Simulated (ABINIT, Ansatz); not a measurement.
# GeTe3Pb (Pm-3m): zone-centre phonons, part 2 of 4

Aim: the zone-centre modes of GeTe3Pb (Pm-3m).

ABINIT 10.8.3; DFT LDA, scalar-relativistic, plane waves, HGH norm-conserving pseudopotentials.

So far. Step 2 (Relaxing the cell and atoms): The volume changes by +0.9 % from the cell with which this run began. The relaxed cell has a = 5.333 Å (conventional setting).

The structure was built from a prototype and need not be the compound's stable phase.

## (4) Linear response at Γ

At q = 0 one unit cell holds all displacements. The response is solved for single atoms along the cell's directions, and symmetry skips those that follow from others. The crystal is treated as a metal, which screens a static field, so no field response is asked.

Input file dfpt_gamma.abi:

```

# common to the responses
getwfk_filepath "gso_WFK"
kptopt 2
nqpt 1
qpt 0.0 0.0 0.0
asr 0
chneut 0

# displacements
rfphon 1
rfatpol 1 5
rfdir 1 1 1
tolvrs 1.0d-10
prtwf 0

# basis, mesh and filling
ecut 26.0
ecutsm 3.0
ixc 7
ngkpt 4 4 4
nshiftk 1
shiftk 0.0 0.0 0.0
istwfk *1
occopt 6
tsmear 0.01
nband 20
nstep 100
diemac 1000000.0
prtebands 0
prtgsr 0
useylm 1

# cell and atoms
acell 10.07786565 10.07786565 10.07786565
rprim 
    1.0 0.0 0.0
    0.0 1.0 0.0
    0.0 0.0 1.0
ntypat 3
znucl 82 32 52
natom 5
typat 1 2 3 3 3
xred 
    0.0 0.0 0.0
    0.5 0.5 0.5
    0.5 0.5 0.0
    0.5 0.0 0.5
    0.0 0.5 0.5
pp_dirpath "./pseudo"
pseudos "Pb.hgh, Ge.hgh, Te.hgh"
```

Command:

```sh
$ OMP_NUM_THREADS=1 mpirun -n 4 abinit dfpt_gamma.abi > dfpt_gamma.log
```

Numbers of over 12 decimals in the logs are rounded to 6 here.

dfpt_gamma.abo, the main output file:

```text
[banners, grids, parts of the stress and lines that vanish by symmetry left out]
- input  file    -> dfpt_gamma.abi
- output file    -> dfpt_gamma.abo
- root for input  files -> dfpt_gammai
- root for output files -> dfpt_gammao

 Symmetries : space group Pm -3 m (#221); Bravais cP (primitive cubic)
================================================================================
 Values of the parameters that define the memory need of the present run (RF).
     intxc =       0      iscf =       7    lmnmax =      14     lnmax =       6
     mgfft =      48  mpssoang =       3    mqgrid =    3001     natom =       5
  nloc_mem =       1    nspden =       1   nspinor =       1    nsppol =       1
      nsym =      48    n1xccc =       0    ntypat =       3    occopt =       6
   xclevel =       1
-    mband =          20        mffmem =           1         mkmem =           9
-   mkqmem =           9        mk1mem =           9           mpw =        6500
      nfft =      110592          nkpt =          36
- my_mband =          20
================================================================================
================================================================================

--------------------------------------------------------------------------------
------------- Echo of variables that govern the present computation ------------
--------------------------------------------------------------------------------
-
- outvars: echo of selected default values
-   iomode0 =  0 , fftalg0 =312 , wfoptalg0 =  0
-
- outvars: echo of global parameters not present in the input file
-  max_nthreads =    1
-
 -outvars: echo values of preprocessed input variables
 [... echo left out ...]
================================================================================

 chkinp: Checking input parameters for consistency.

[...]
== DATASET  1 ==================================================================
-   mpi_nproc: 4, omp_nthreads: 1 (-1 if OMP is not activated)

--- !DatasetInfo
iteration_state: {dtset: 1, }
dimensions: {natom: 5, nkpt: 36, mband: 20, nsppol: 1, nspinor: 1, nspden: 1, mpw: 6500, }
cutoff_energies: {ecut:  26.0, pawecutdg:  -1.0, }
electrons: {nelect:   2.60000000E+01, charge:   0.00000000E+00, occopt:   6.00000000E+00, tsmear:   1.00000000E-02, }
meta: {optdriver: 1, rfphon: 1, }
...

 mkfilename: getwfk from: gso_WFK

 Exchange-correlation functional for the present dataset will be:
  LDA: Perdew-Wang 92 LSD fit to Ceperley-Alder data - ixc=7
 Citation for XC functional:
  J.P.Perdew and Y.Wang, PRB 45, 13244 (1992)

 Real(R)+Recip(G) space primitive vectors, cartesian coordinates (Bohr,Bohr^-1):
 R(1)= 10.0778657  0.0000000  0.0000000  G(1)=  0.0992274  0.0000000  0.0000000
 R(2)=  0.0000000 10.0778657  0.0000000  G(2)=  0.0000000  0.0992274  0.0000000
 R(3)=  0.0000000  0.0000000 10.0778657  G(3)=  0.0000000  0.0000000  0.0992274
 Unit cell volume ucvol=  1.0235421E+03 bohr^3
 Angles (23,13,12)=  9.00000000E+01  9.00000000E+01  9.00000000E+01 degrees
 setup1 : take into account q-point for computing boxcut.

 getcut: wavevector=  0.0000  0.0000  0.0000  ngfft=  48  48  48
         ecut(hartree)=     26.000   => boxcut(ratio)=   2.07501

--- Pseudopotential description ------------------------------------------------
- pspini: atom type   1  psp file is ./pseudo/Pb.hgh

- pspini: atom type   2  psp file is ./pseudo/Ge.hgh

- pspini: atom type   3  psp file is ./pseudo/Te.hgh

   3.67683374E+03                                ecore*ucvol(ha*bohr**3)
--------------------------------------------------------------------------------

 ==>  initialize data related to q vector <==

 The list of irreducible perturbations for this q vector is:
    1)    idir= 1    ipert=   1
    2)    idir= 1    ipert=   2
    3)    idir= 1    ipert=   3
    4)    idir= 3    ipert=   3

[...]
The perturbation idir=   2  ipert=   1 is
 symmetric of a previously calculated perturbation.
 So, its SCF calculation is not needed.

 The perturbation idir=   3  ipert=   1 is
 symmetric of a previously calculated perturbation.
 So, its SCF calculation is not needed.

 The perturbation idir=   2  ipert=   2 is
 symmetric of a previously calculated perturbation.
 So, its SCF calculation is not needed.

 The perturbation idir=   3  ipert=   2 is
 symmetric of a previously calculated perturbation.
 So, its SCF calculation is not needed.

[...]
The perturbation idir=   2  ipert=   5 is
 symmetric of a previously calculated perturbation.
 So, its SCF calculation is not needed.

 The perturbation idir=   3  ipert=   5 is
 symmetric of a previously calculated perturbation.
 So, its SCF calculation is not needed.

--------------------------------------------------------------------------------
 Perturbation wavevector (in red.coord.)   0.000000  0.000000  0.000000
 Perturbation : displacement of atom   1   along direction   1
 Found     8 symmetries that leave the perturbation invariant.

[...]
dfpt_looppert : total number of electrons, from k and k+q
  fully or partially occupied states are    2.600000E+01 and    2.600000E+01.
 Initialisation of the first-order wave-functions :
  ireadwf=   0

--- !BeginCycle
iteration_state: {dtset: 1, }
solver: {iscf: 7, nstep: 100, nline: 4, wfoptalg: 0, }
tolerances: {tolvrs: 1.00E-10, }
...

     iter   2DEtotal(Ha)        deltaE(Ha) residm    vres2
-ETOT  1   42.690754590976     -4.924E+01 6.311E+00 2.029E+05
 ETOT  2  -1.356846     -4.405E+01 3.584E-01 5.364E+03
 ETOT  3  -2.522542     -1.166E+00 2.260E-02 2.820E+02
 ETOT  4  -2.576864     -5.432E-02 2.520E-03 2.119E+00
 ETOT  5  -2.577307     -4.429E-04 2.048E-04 2.206E-03
[...]
At SCF step   11       vres2   =  1.66E-12 < tolvrs=  1.00E-10 =>converged.
[...]
Mean square residual over all n,k,spin=   17.513E-10; max=  55.555E-08

 Thirteen components of 2nd-order total energy (hartree) are
 1,2,3: 0th-order hamiltonian combined with 1st-order wavefunctions
     kin0=   9.28950629E+01 eigvalue=   6.14479607E+00  local=  -4.84030307E+01
 4,5,6: 1st-order hamiltonian combined with 1st and 0th-order wfs
 loc psp =  -5.41055326E+01  Hartree=   2.33532150E+01     xc=  -1.15398778E+01
 note that "loc psp" includes a xc core correction that could be resolved
 7,8,9: eventually, occupation + non-local contributions
    edocc=   1.30318477E+01     enl0=   1.90216201E+01   enl1=  -1.34901734E+02
 1-9 gives the relaxation energy (to be shifted if some occ is /=2.0)
   erelax=  -9.45036333E+01
 10,11,12 Non-relaxation  contributions : frozen-wavefunctions and Ewald
 fr.local=  -7.99071626E+00 fr.nonlo=   6.33404938E+01  Ewald=   3.65765481E+01
 13,14 Frozen wf xc core corrections (1) and (2)
 frxc 1  =   0.00000000E+00  frxc 2 =   0.00000000E+00
 Resulting in :
 2DEtotal=   -0.2577307581E+01 Ha. Also 2DEtotal=   -0.701321120677E+02 eV
    (2DErelax=   -9.4503633252E+01 Ha. 2DEnonrelax=    9.1926325671E+01 Ha)
    (  non-var. 2DEtotal :   -2.5773075942E+00 Ha)

[...]
Perturbation wavevector (in red.coord.)   0.000000  0.000000  0.000000
 Perturbation : displacement of atom   2   along direction   1
 Found     8 symmetries that leave the perturbation invariant.

[...]
dfpt_looppert : total number of electrons, from k and k+q
  fully or partially occupied states are    2.600000E+01 and    2.600000E+01.
 Initialisation of the first-order wave-functions :
  ireadwf=   0

--- !BeginCycle
iteration_state: {dtset: 1, }
solver: {iscf: 7, nstep: 100, nline: 4, wfoptalg: 0, }
tolerances: {tolvrs: 1.00E-10, }
...

     iter   2DEtotal(Ha)        deltaE(Ha) residm    vres2
-ETOT  1   134.04960166775     -6.195E+01 1.062E+00 5.033E+05
[...]
At SCF step   11       vres2   =  2.92E-12 < tolvrs=  1.00E-10 =>converged.
[...]
Mean square residual over all n,k,spin=   19.210E-09; max=  60.273E-07

 Thirteen components of 2nd-order total energy (hartree) are
 1,2,3: 0th-order hamiltonian combined with 1st-order wavefunctions
     kin0=   1.82794733E+02 eigvalue=   1.03329290E+01  local=  -9.81062773E+01
 4,5,6: 1st-order hamiltonian combined with 1st and 0th-order wfs
 loc psp =  -8.05350466E+01  Hartree=   4.51912083E+01     xc=  -1.69395349E+01
 note that "loc psp" includes a xc core correction that could be resolved
 7,8,9: eventually, occupation + non-local contributions
    edocc=   1.45312709E+01     enl0=   5.67767598E+01   enl1=  -3.08627132E+02
 1-9 gives the relaxation energy (to be shifted if some occ is /=2.0)
   erelax=  -1.94581089E+02
 10,11,12 Non-relaxation  contributions : frozen-wavefunctions and Ewald
 fr.local=   2.82517530E+00 fr.nonlo=   1.56596812E+02  Ewald=   3.65765481E+01
 13,14 Frozen wf xc core corrections (1) and (2)
 frxc 1  =   0.00000000E+00  frxc 2 =   0.00000000E+00
 Resulting in :
 2DEtotal=    0.1417445470E+01 Ha. Also 2DEtotal=    0.385706561704E+02 eV
    (2DErelax=   -1.9458108947E+02 Ha. 2DEnonrelax=    1.9599853495E+02 Ha)
    (  non-var. 2DEtotal :    1.4174455874E+00 Ha)

[...]
Perturbation wavevector (in red.coord.)   0.000000  0.000000  0.000000
 Perturbation : displacement of atom   3   along direction   1
 Found     4 symmetries that leave the perturbation invariant.

[...]
dfpt_looppert : total number of electrons, from k and k+q
  fully or partially occupied states are    2.600000E+01 and    2.600000E+01.
 Initialisation of the first-order wave-functions :
  ireadwf=   0

--- !BeginCycle
iteration_state: {dtset: 1, }
solver: {iscf: 7, nstep: 100, nline: 4, wfoptalg: 0, }
tolerances: {tolvrs: 1.00E-10, }
...

     iter   2DEtotal(Ha)        deltaE(Ha) residm    vres2
-ETOT  1   207.16518250215     -1.731E+02 8.355E+00 8.578E+05
[...]
At SCF step   11       vres2   =  7.46E-12 < tolvrs=  1.00E-10 =>converged.
[...]
Mean square residual over all n,k,spin=   12.894E-09; max=  62.413E-07

 Thirteen components of 2nd-order total energy (hartree) are
 1,2,3: 0th-order hamiltonian combined with 1st-order wavefunctions
     kin0=   3.21997302E+02 eigvalue=   1.25050999E+01  local=  -8.09536822E+01
 4,5,6: 1st-order hamiltonian combined with 1st and 0th-order wfs
 loc psp =  -4.65054471E+02  Hartree=   9.32646244E+01     xc=  -3.61655012E+01
 note that "loc psp" includes a xc core correction that could be resolved
 7,8,9: eventually, occupation + non-local contributions
    edocc=   1.47780136E+01     enl0=   5.66967165E+01   enl1=  -2.99190675E+02
 1-9 gives the relaxation energy (to be shifted if some occ is /=2.0)
   erelax=  -3.82122573E+02
 10,11,12 Non-relaxation  contributions : frozen-wavefunctions and Ewald
 fr.local=   2.21193480E+02 fr.nonlo=   1.50149422E+02  Ewald=   8.89711670E+00
 13,14 Frozen wf xc core corrections (1) and (2)
 frxc 1  =   0.00000000E+00  frxc 2 =   0.00000000E+00
 Resulting in :
 2DEtotal=   -0.1882554439E+01 Ha. Also 2DEtotal=   -0.512269159645E+02 eV
    (2DErelax=   -3.8212257307E+02 Ha. 2DEnonrelax=    3.8024001863E+02 Ha)
    (  non-var. 2DEtotal :   -1.8825544147E+00 Ha)

[...]
Perturbation wavevector (in red.coord.)   0.000000  0.000000  0.000000
 Perturbation : displacement of atom   3   along direction   3
 Found     8 symmetries that leave the perturbation invariant.

--------------------------------------------------------------------------------

--------------------------------------------------------------------------------

 dfpt_looppert : total number of electrons, from k and k+q
  fully or partially occupied states are    2.600000E+01 and    2.600000E+01.
 Initialisation of the first-order wave-functions :
  ireadwf=   0

--- !BeginCycle
iteration_state: {dtset: 1, }
solver: {iscf: 7, nstep: 100, nline: 4, wfoptalg: 0, }
tolerances: {tolvrs: 1.00E-10, }
...

     iter   2DEtotal(Ha)        deltaE(Ha) residm    vres2
-ETOT  1   290.18287023007     -9.690E+01 2.477E+00 1.087E+06
[...]
ETOT 10   8.453391      6.253E-12 1.117E-05 2.200E-10
 ETOT 11   8.453391     -5.116E-13 5.075E-06 9.682E-12

 At SCF step   11       vres2   =  9.68E-12 < tolvrs=  1.00E-10 =>converged.
[...]
Mean square residual over all n,k,spin=   15.936E-09; max=  50.749E-07

 Thirteen components of 2nd-order total energy (hartree) are
 1,2,3: 0th-order hamiltonian combined with 1st-order wavefunctions
     kin0=   3.04387454E+02 eigvalue=   1.45706988E+01  local=  -7.50104381E+01
 4,5,6: 1st-order hamiltonian combined with 1st and 0th-order wfs
 loc psp =  -4.64805676E+02  Hartree=   9.54254218E+01     xc=  -3.39533374E+01
 note that "loc psp" includes a xc core correction that could be resolved
 7,8,9: eventually, occupation + non-local contributions
    edocc=   2.34967402E+01     enl0=   4.97083543E+01   enl1=  -2.92444112E+02
 1-9 gives the relaxation energy (to be shifted if some occ is /=2.0)
   erelax=  -3.78624895E+02
 10,11,12 Non-relaxation  contributions : frozen-wavefunctions and Ewald
 fr.local=   1.11420266E+02 fr.nonlo=   1.43820921E+02  Ewald=   1.31837100E+02
 13,14 Frozen wf xc core corrections (1) and (2)
 frxc 1  =   0.00000000E+00  frxc 2 =   0.00000000E+00
 Resulting in :
 2DEtotal=    0.8453391428E+01 Ha. Also 2DEtotal=    0.230028499247E+03 eV
    (2DErelax=   -3.7862489451E+02 Ha. 2DEnonrelax=    3.8707828593E+02 Ha)
    (  non-var. 2DEtotal :    8.4533916704E+00 Ha)

[...]
---- first-order wavefunction calculations are completed ----

 ==> Compute Derivative Database <==

 [... matrices left out ...]
  Phonon wavevector (reduced coordinates) :  0.00000  0.00000  0.00000
 Phonon energies in Hartree :
  -4.099318E-04 -4.099318E-04 -4.099318E-04 -3.301898E-04 -3.301898E-04
  -3.301898E-04 -2.404210E-04 -2.404210E-04 -2.404210E-04 -1.597428E-06
  -1.597427E-06 -1.597423E-06  7.560335E-04  7.560335E-04  7.560335E-04
 Phonon frequencies in cm-1    :
- -8.996964E+01 -8.996964E+01 -8.996964E+01 -7.246828E+01 -7.246828E+01
- -7.246828E+01 -5.276630E+01 -5.276630E+01 -5.276630E+01 -3.505950E-01
- -3.505947E-01 -3.505937E-01  1.659302E+02  1.659302E+02  1.659302E+02

== END DATASET(S) ==============================================================
================================================================================

 -outvars: echo values of variables after computation
            acell      1.0077865650E+01  1.0077865650E+01  1.0077865650E+01 Bohr
           etotal      8.4533914284E+00
            fcart      0.0000000000E+00  0.0000000000E+00  0.0000000000E+00
           strten      0.0000000000E+00  0.0000000000E+00  0.0000000000E+00
================================================================================
```

Elapsed: 80 s, on 4 MPI ranks of Arm Neoverse V2, shared host; 5.4 min of CPU time.

Numbers from this step:

| Quantity | Value |
| --- | --- |
| largest acoustic frequency at the zone centre before the sum rule | -0.35 cm⁻¹ |
| highest optical zone-centre mode (no LO-TO term) | 165.9 cm⁻¹ |
| lowest optical zone-centre mode | -89.97 cm⁻¹ |

The acoustic modes at Γ come out as far as 0.3 cm⁻¹ from zero, where they should vanish, a small numerical error. The lowest optical mode is imaginary, 90i cm⁻¹, an instability at this level and on this k mesh.

(Part 2 of 4 ends here.)

[Host names and launcher messages were left out of these logs when they were recorded.]

[Logs are printed without paths, hosts, clocks, repeated set-up lines and the standing remarks that a program may print on its own settings, such as how far it seeks lower states.]

[Hosts, paths, dates, database ids (printed as entryN), source tags and the programs' standing remarks are cut or masked in the printed files.]
